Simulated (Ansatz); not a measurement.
## From PBEsol to G0W0: Bi4Te3Se3 (quasi-random alloy, started on the Bi2Te3 lattice) (P1)

Aim: the quasiparticle gap of Bi4Te3Se3 (quasi-random alloy, started on the Bi2Te3 lattice) (P1), starting from PBEsol.

Calculated with Ansatz 0.2.0; PBEsol, then G0W0 on it, plane waves, PAW.

Most raw output is cut from this account.

### 1. The starting structure

The cell holds 40 atoms: 16 Bi, 12 Te and 12 Se. Cell: a = 10.272 Å, b = 11.377 Å, c = 11.377 Å, α = 81.8°, β = 103.7°, γ = 94.5°. It derives from Bi2Te3.

The start is a generated structure, not a measured one. Spin-orbit coupling is left out unless a step names it.

The logs state that the PAW files were generated under PBE.

### 2. Relaxing the structure

The structure is relaxed first.

This step: DFT, PBEsol-D3(BJ), plane waves, PAW; PAW set soft_1.

input.yaml

```yaml
crystal:
  lattice:
    - [0.0, -2.482771455, 9.9670034506]
    - [10.7507157592, 3.7241571825, 0.0]
    - [-2.1501431518, 11.1724715476, 0.0]
  atoms:
    - { symbol: Bi, position: [0.2, 0.05, 0.25] }
    - { symbol: Bi, position: [0.2, 0.925, 0.625] }
    - { symbol: Bi, position: [0.2, 0.8, 0.0] }
    - { symbol: Bi, position: [0.2, 0.675, 0.375] }
    - { symbol: Bi, position: [0.2, 0.55, 0.75] }
    - { symbol: Bi, position: [0.2, 0.425, 0.125] }
    - { symbol: Bi, position: [0.2, 0.3, 0.5] }
    - { symbol: Bi, position: [0.2, 0.175, 0.875] }
[... 28 atom lines left out ...]
    - { symbol: Se, position: [0.3715, 0.5988125, 0.9940625] }
    - { symbol: Te, position: [0.3715, 0.4738125, 0.3690625] }
    - { symbol: Te, position: [0.3715, 0.3488125, 0.7440625] }
    - { symbol: Se, position: [0.3715, 0.2238125, 0.1190625] }
kpoints:
  mp_grid: { grid: [2, 2, 2] }
hamiltonian:
  xc: pbesol
  dispersion: d3bj
  pseudopotentials: { kind: paw, azcp: { folder: soft_1 }, xc_functional: pbe }
scf:
  occupations: { method: fermi_dirac, width: 0.02 }
relax:
  f_tol: 0.02
  max_steps: 100
  cell: {}
```

Launch:

```bash
$ ansatz run input.yaml --threads 2 --pin off --max-ram 92160MiB --backend cuda --events-out ev --progress --plain --runs-dir out --devices 1 --max-vram 13GiB
```

Wall time 43 s (1 × NVIDIA H100 80GB HBM3 (shared by 6 runs) with 2 threads of AMD EPYC 7R13 (Zen 3), shared host); peak memory 1.4 GiB.

The steps of the relaxation:

| step | energy less that of the first step (eV) | largest force component (eV/Å) | pressure (GPa) | volume (Å³) |
| --- | --- | --- | --- | --- |
| 1 | 0.0000 | 1.1186 | -3.95 | 1276.97 |
| 2 | -1.4865 | 1.1425 | 3.51 | 1139.57 |
| 3 | -2.4884 | 0.2060 | -0.68 | 1185.63 |
| 4 | -2.5380 | 0.0526 | -0.07 | 1173.62 |
| 5 | -2.5416 | 0.0288 | 0.03 | 1170.97 |
| 6 | -2.5427 | 0.0151 | 0.00 | 1171.62 |
| 7* | -2.5318 | 0.0151 | 0.00 | 1171.62 |

Relaxation steps marked * repeat the geometry before them on a plane-wave basis chosen anew for their cell, so energy and pressure can jump there.

| cell as run | before | after | change |
| --- | --- | --- | --- |
| a (Å) | 10.272 | 9.881 | -3.8 % |
| b (Å) | 11.377 | 11.108 | -2.4 % |
| c (Å) | 11.377 | 11.124 | -2.2 % |
| β (°) | 103.73 | 103.91 | +0.2 % |
| γ (°) | 94.54 | 94.60 | +0.1 % |
| volume (Å³/atom) | 31.92 | 29.29 | -8.3 % |

The atoms that moved most (Å, as changes of fractional coordinates times the final cell):

| atom | dx | dy | dz | length |
| --- | --- | --- | --- | --- |
| Te30 | -0.028 | 0.077 | -0.203 | 0.219 |
| Bi10 | -0.024 | -0.031 | -0.201 | 0.205 |
| Te39 | 0.028 | -0.035 | 0.194 | 0.199 |
| Te33 | -0.073 | -0.033 | 0.174 | 0.192 |
| Bi3 | -0.036 | 0.042 | 0.183 | 0.191 |
| Te34 | 0.052 | -0.044 | 0.158 | 0.172 |
| Te38 | 0.086 | -0.022 | 0.137 | 0.163 |
| Bi9 | -0.111 | -0.076 | -0.084 | 0.159 |

The program's warnings for this run: band table not solved further.

### 3. Bands along the symmetry lines

Levels along a band path and on the mesh show where this functional puts the band edges.

This step: DFT, PBEsol, plane waves, PAW; PAW set soft_1.

input.yaml

```yaml
crystal:
  lattice:
    - [0.0004232442, -2.4234085693, 9.5789805179]
    - [10.4956887431, 3.6360580499, 0.0006919717]
    - [-2.1043802152, 10.9233078473, 0.0043848277]
  atoms:
    - { symbol: Bi, position: [0.2035431154, 0.0439085581, 0.2489450256] }
    - { symbol: Bi, position: [0.2033390596, 0.9182979589, 0.6225524366] }
    - { symbol: Bi, position: [0.2190775941, 0.7982983578, 0.0085989562] }
    - { symbol: Bi, position: [0.2091535327, 0.6860150903, 0.3801726369] }
    - { symbol: Bi, position: [0.210180353, 0.5527174117, 0.7578753388] }
    - { symbol: Bi, position: [0.2056448831, 0.4232441932, 0.1180552644] }
    - { symbol: Bi, position: [0.2107256434, 0.2990694063, 0.4991736301] }
    - { symbol: Bi, position: [0.2043895304, 0.1801153092, 0.87772446] }
[... 28 atom lines left out ...]
    - { symbol: Se, position: [0.374895703, 0.5988403132, 0.9973066936] }
    - { symbol: Te, position: [0.3857819364, 0.4816651357, 0.3675879134] }
    - { symbol: Te, position: [0.3917356458, 0.351531977, 0.744439534] }
    - { symbol: Se, position: [0.3649187124, 0.2166512752, 0.1204445994] }
kpoints:
  mp_grid: { grid: [4, 2, 2] }
  band_path:
    path:
      - [[0.0, 0.0, 0.0], [0.5, 0.0, 0.0]]
      - [[0.0, 0.5, 0.0], [0.0, 0.0, 0.0], [0.0, 0.0, 0.5]]
      - [[0.5, 0.5, 0.5], [0.0, 0.0, 0.0]]
    npoints: 10
hamiltonian:
  xc: pbesol
  pseudopotentials: { kind: paw, azcp: { folder: soft_1 }, xc_functional: pbe }
scf:
  occupations: { method: fermi_dirac, width: 0.02 }
  n_extra_bands: 17
output:
  eigenvalues: true
  forces: true
  stress: true
  write_density: true
  write_potential: true
  elf: true
  volumetric_format: npy
```

It took 26 s on 1 × NVIDIA H100 80GB HBM3 (shared by 6 runs) with 2 threads; peak memory 2.8 GiB.

This step gave:

```
pressure             : 2.379 GPa
filled bands         : 312
gap                  : 0.1512 eV
valence top at       : Γ
conduction bottom at : Γ
least direct gap     : 0.1512 eV
```

Over mesh and path the gap is 0.151 eV, in a supercell, where edges may be folded.

Electronic bands along the path, in eV, zero at the top of the highest nominally filled band:

| point | band 309 | band 310 | band 311 | band 312 | band 313 | band 314 | band 315 | band 316 |
| --- | --- | --- | --- | --- | --- | --- | --- | --- |
| Γ | -0.63 | -0.58 | -0.43 | 0.00 | 0.15 | 0.52 | 0.78 | 0.79 |
| halfway | -0.68 | -0.55 | -0.50 | -0.28 | 0.52 | 0.89 | 0.99 | 1.00 |
| X | -0.77 | -0.74 | -0.62 | -0.47 | 0.74 | 0.93 | 0.94 | 1.14 |
| jump to Y | -0.79 | -0.68 | -0.61 | -0.58 | 0.86 | 0.93 | 1.19 | 1.23 |
| halfway | -0.65 | -0.59 | -0.54 | -0.39 | 0.57 | 0.86 | 0.95 | 1.02 |
| Γ | -0.63 | -0.58 | -0.43 | 0.00 | 0.15 | 0.52 | 0.78 | 0.79 |
| halfway | -0.60 | -0.56 | -0.51 | -0.40 | 0.53 | 0.76 | 0.85 | 0.92 |
| Z | -0.59 | -0.51 | -0.46 | -0.39 | 0.66 | 0.71 | 0.80 | 0.86 |
| jump to R | -0.76 | -0.65 | -0.58 | -0.44 | 0.52 | 0.89 | 1.02 | 1.06 |
| halfway | -0.64 | -0.53 | -0.47 | -0.34 | 0.66 | 0.76 | 0.84 | 0.87 |
| Γ | -0.63 | -0.58 | -0.43 | 0.00 | 0.15 | 0.52 | 0.78 | 0.79 |

Electrostatic potential energy in the ab plane at fractional z = 0.009, with atoms of Bi and Te and Se within 0.2 Å of it. With pseudopotentials it is smooth inside the atoms' cores, unlike the true potential.

Values in eV, 13 rows by 16 columns, each cell a mean:
```
 -8  -7  10  11  11  12  12  12  13  13  13  12  12  11  -1 -13
  6   9  -2 -16 -12   6  12  13  14  14  12   8   6   9  10   7
 13   6 -24 -32 -31  -2  12  14  14  13  10   7   7  10  13  13
 11   9  -6 -18  -9   6  10  13  14  13  11  11  12  12  12  12
  9  12  12  11   6  -2   0   0  13  14  14  13  12  11  10   8
 12  13  12  12   4  -2   3  -1  12  13  13  12  10   9  10  10
 13  11   7   7   9   7   7  11   8  -4  -5   7  11  11  12  13
 12   9   5   5  10  13  14  11 -12   2  -5  -7  11  13  13  13
 12  12  11  11  12  13  13  12  -4 -11 -11   3   9  10  12  13
 13  13  13  12  10   9  11  13  12  10   9  -2 -21 -21   0  12
 13  13  12   9   8   9  12  14  14  13   9 -17 -32 -32  -7  11
  4   9  11  10  11  12  14  14  13  12  11   3  -9  -5   7   6
 -6 -11  10  13  13  13  13  13  12  11  11  12  12  11   0 -12
```
Columns run along a (9.9 Å; values clipped at the 3rd and 97th percentile), rows up along b (11.1 Å). Atoms in or near the plane, at fractional coordinates: Bi at (0.22, 0.80), Bi at (0.79, 0.20), Te at (0.00, 0.00), Te at (0.61, 0.40), Se at (0.37, 0.60).

Valence density in the ab plane at fractional z = 0.009, with atoms of Bi and Te and Se within 0.2 Å of it. It is the smooth field of the valence electrons, not physical close to the nuclei.

Values in e/Å³, 13 rows by 16 columns, each cell a mean:
```
 6  1  0  0  0  0  0  0  0  0  0  0  0  0  1  4
 0  0  1  2  1  0  0  0  0  0  0  0  0  0  0  0
 0  0  2  7  4  0  0  0  0  0  0  0  0  0  0  0
 0  0  1  2  1  0  0  0  0  0  0  0  0  0  0  0
 0  0  0  0  0  3  7  1  0  0  0  0  0  0  0  0
 0  0  0  0  0  6 13  1  0  0  0  0  0  0  0  0
 0  0  0  0  0  0  0  0  0  1  1  0  0  0  0  0
 0  0  0  0  0  0  0  0  1  9  7  1  0  0  0  0
 0  0  0  0  0  0  0  0  1  3  2  0  0  0  0  0
 0  0  0  0  0  0  0  0  0  0  0  1  2  2  0  0
 0  0  0  0  0  0  0  0  0  0  0  1  5  5  1  0
 0  0  0  0  0  0  0  0  0  0  0  0  1  1  0  0
 6  1  0  0  0  0  0  0  0  0  0  0  0  0  0  4
```
Columns run along a (9.9 Å), rows up along b (11.1 Å). Atoms in or near the plane, at fractional coordinates: Bi at (0.22, 0.80), Bi at (0.79, 0.20), Te at (0.00, 0.00), Te at (0.61, 0.40), Se at (0.37, 0.60).

### 4. The quasiparticle correction

G0W0 replaces the xc potential by a self-energy built once from the orbitals of the start. Levels are corrected in the window of bands that the input names, at points of the mesh.

This step: G0W0 on PBEsol, plane waves, PAW; PAW set soft_1.

input.yaml, as its differences from that of step 3:

```diff
@@ -47,9 +47,3 @@
 kpoints:
-  mp_grid: { grid: [4, 2, 2] }
-  band_path:
-    path:
-      - [[0.0, 0.0, 0.0], [0.5, 0.0, 0.0]]
-      - [[0.0, 0.5, 0.0], [0.0, 0.0, 0.0], [0.0, 0.0, 0.5]]
-      - [[0.5, 0.5, 0.5], [0.0, 0.0, 0.0]]
-    npoints: 10
+  mp_grid: { grid: [2, 2, 2] }
 hamiltonian:
@@ -58,11 +52,8 @@
 scf:
-  occupations: { method: fermi_dirac, width: 0.02 }
-  n_extra_bands: 17
-output:
-  eigenvalues: true
-  forces: true
-  stress: true
-  write_density: true
-  write_potential: true
-  elf: true
-  volumetric_format: npy
+  occupations: { method: fixed }
+gw:
+  n_empty_bands: 2271
+  ecut_chi: 90.0
+  qp_bands: [v4, c4]
+  qp_kpoints: band_edges
+  screening: { model: contour_deformation }
```

The job ended after 16 min (1 × NVIDIA H100 80GB HBM3 (shared by 6 runs) with 2 threads; peak memory 17 GiB).

This step gave:

| Quantity | Value |
| --- | --- |
| bands summed | 2583 |
| RPA ε∞ on this mesh (eigenvalues) | 41.75, 45.02, 181.1 |
| plane waves in the screening matrix | 2269 |
| q-points in the mesh | 8 |
| G0W0 gap over the corrected points | 0.3232 eV |
| k of the valence top | 0, 0, 0 |
| k of the conduction bottom | 0, 0, 0 |
| starting gap on the mesh | 0.1480 eV |
| Z at the valence top | 0.7194 |
| Z at the conduction bottom | 0.7379 |
| least direct G0W0 gap over the corrected points | 0.3232 eV |

Over all 8 irreducible mesh points the G0W0 gap is 0.323 eV, in a supercell, where edges may be folded. The PBEsol gap of this run on the mesh is 0.148 eV. The two states that bound the G0W0 gap lie that far apart at the start, so the correction of the gap is 0.323 − 0.148 = +0.175 eV. The start of this run differs from the step before in mesh (4×2×2 and 2×2×2) and occupations. The program's warnings for this run: subspace factor gpu capped. The program marks 9 of the 64 corrected levels as in doubt (Σc rises), among them the conduction bottom.

Labels follow the order of the start: v1 is the top filled band, c1 the lowest empty one; levels that stay degenerate share a row, the window can cut a multiplet, doubted levels are not marked in this list, bands outside the window were not corrected, and the list may be a part of the corrected levels. The levels before and after the correction (eV, zero at the valence-band top of each column):

|  | conduction bottom | valence top |
| --- | --- | --- |
| Kohn-Sham | 0.15 | 0.00 |
| G0W0 | 0.32 | 0.00 |

|  | level | occupation | energy (eV) |
| --- | --- | --- | --- |
| Kohn-Sham | Γ v4 | 2 | -0.635 |
| Kohn-Sham | Γ v3 | 2 | -0.578 |
| Kohn-Sham | Γ v2 | 2 | -0.431 |
| Kohn-Sham | Γ v1 | 2 | 0.000 |
| Kohn-Sham | Γ c1 | 0 | 0.148 |
| Kohn-Sham | Γ c2 | 0 | 0.519 |
| Kohn-Sham | Γ c3 | 0 | 0.780 |
| Kohn-Sham | Γ c4 | 0 | 0.789 |
| G0W0 | Γ v4 | 2 | -0.702 |
| G0W0 | Γ v3 | 2 | -0.651 |
| G0W0 | Γ v2 | 2 | -0.488 |
| G0W0 | Γ v1 | 2 | 0.000 |
| G0W0 | Γ c1 | 0 | 0.323 |
| G0W0 | Γ c2 | 0 | 0.690 |
| G0W0 | Γ c3 | 0 | 0.920 |
| G0W0 | Γ c4 | 0 | 0.930 |

The parts of the quasiparticle energy for the two states that bound the G0W0 gap, in eV on the run's own scale (QP = start + Σx + Σc − Vxc, with Σc at the quasiparticle energy):

| edge | k | band | start | Σx | Σc | Vxc | Z | QP |
| --- | --- | --- | --- | --- | --- | --- | --- | --- |
| valence top | Γ | 312 | 10.000 | −15.541 | 0.404 | −15.122 | 0.719 | 9.984 |
| conduction bottom | Γ | 313 | 10.148 | −10.035 | −3.102 | −13.297 | 0.738 | 10.307 |

### 5. The runs together

Each gap is the least one over the points named; times are wall times on shared hosts, not benchmarks. A G0W0 time includes the run's own self-consistent start. Rows marked ? have an edge level that the program doubts.

| level | mesh | files, cutoff | bands summed, screening | points | gap (eV) | valence top | conduction bottom | least direct gap (eV) | time |
| --- | --- | --- | --- | --- | --- | --- | --- | --- | --- |
| PBEsol | 4×2×2 | soft_1 PAW, 420 eV | - | mesh and path | 0.151 | Γ | Γ | 0.151 | 26 s |
| G0W0@PBEsol? | 2×2×2 | soft_1 PAW, 420 eV | 2583, 90 eV | all 8 irreducible mesh points | 0.323 | Γ | Γ | 0.323 | 16 min |

### 6. Results

```json
{
 "PBEsol gap over mesh and path": "0.151 eV, in a supercell, where edges may be folded",
 "G0W0@PBEsol gap over all 8 irreducible mesh points": "0.323 eV, in a supercell, where edges may be folded",
 "GW settings": "2×2×2 mesh, 2271 empty bands, screening to 90 eV, PAW set soft_1 files",
 "known limits": "finite bands, screening cutoff and k mesh; no spin-orbit coupling in G0W0; band order with spin-orbit coupling not checked; large ε∞ on the G0W0 mesh"
}
```

**Reading.** Over all 8 irreducible mesh points the G0W0 gap is 0.323 eV, in a supercell, where edges may be folded. The PBEsol gap of this run on the mesh is 0.148 eV. The two states that bound the G0W0 gap lie that far apart at the start, so the correction of the gap is 0.323 − 0.148 = +0.175 eV. The valence state moves by 9.984 − 10.000 = −0.016 eV and the conduction state by 10.307 − 10.148 = +0.159 eV, on the run's own scale; how far single levels stand from their limit in bands is not shown. No level off the mesh was corrected, so the G0W0 gap over the whole zone is not known from these runs. No second run with other bands and screening cutoff is shown, so the distance to the basis limit is not known. For the G0W0 step: the program's warnings for this run: subspace factor gpu capped. The program marks 9 of the 64 corrected levels as in doubt (Σc rises), among them the conduction bottom. The G0W0 runs are scalar-relativistic; no run with spin-orbit coupling is shown, so its effect in this cell, which holds Bi and Te, is not known. With heavy atoms and a narrow start gap, spin-orbit coupling can change the order of the bands at the edges; the order was not checked, and the scalar-relativistic G0W0 gap may be a model value. The largest eigenvalue of the RPA ε∞ is large: 181 in G0W0@PBEsol (2×2×2, 2583 bands). A coarse mesh can overstate it where a direct gap is narrow; the runs shown don't test that. No pair of G0W0 runs that differ in the mesh alone is shown (2×2×2 is a supercell whose nearest images lie 20 Å apart), so the error from the mesh is not known here. G0W0 is shown with one set of atomic data (soft_1 PAW), so the error from the files is not known here.

[Paths, hosts, dates, memory and timing lines, banners, echoed tables and standing remarks are left out of the program output.]

[Logs are printed without paths, hosts, clocks, repeated set-up lines and the standing remarks that a program may print on its own settings, such as how far it seeks lower states.]

[Runs of the session that timed out or met a known fault of the program may be left out.]

[Cells called generated may have been cut or substituted from an entry of the Crystallography Open Database or the Materials Project.]

[Hosts, paths, dates, database ids (printed as entryN), source tags and the programs' standing remarks are cut or masked in the printed files.]

[Where an RPA ε∞ is given, it is that of the G0W0 mesh and is not shown converged in it. Names of k-points follow the symmetry that the program found, which can be lower than the space group named. Band edges on a path are those of the sampled points; other points can move an edge, and change direct to indirect where valleys lie close.]

[Hybrid gaps are those of their k-mesh and are not shown converged in it.]
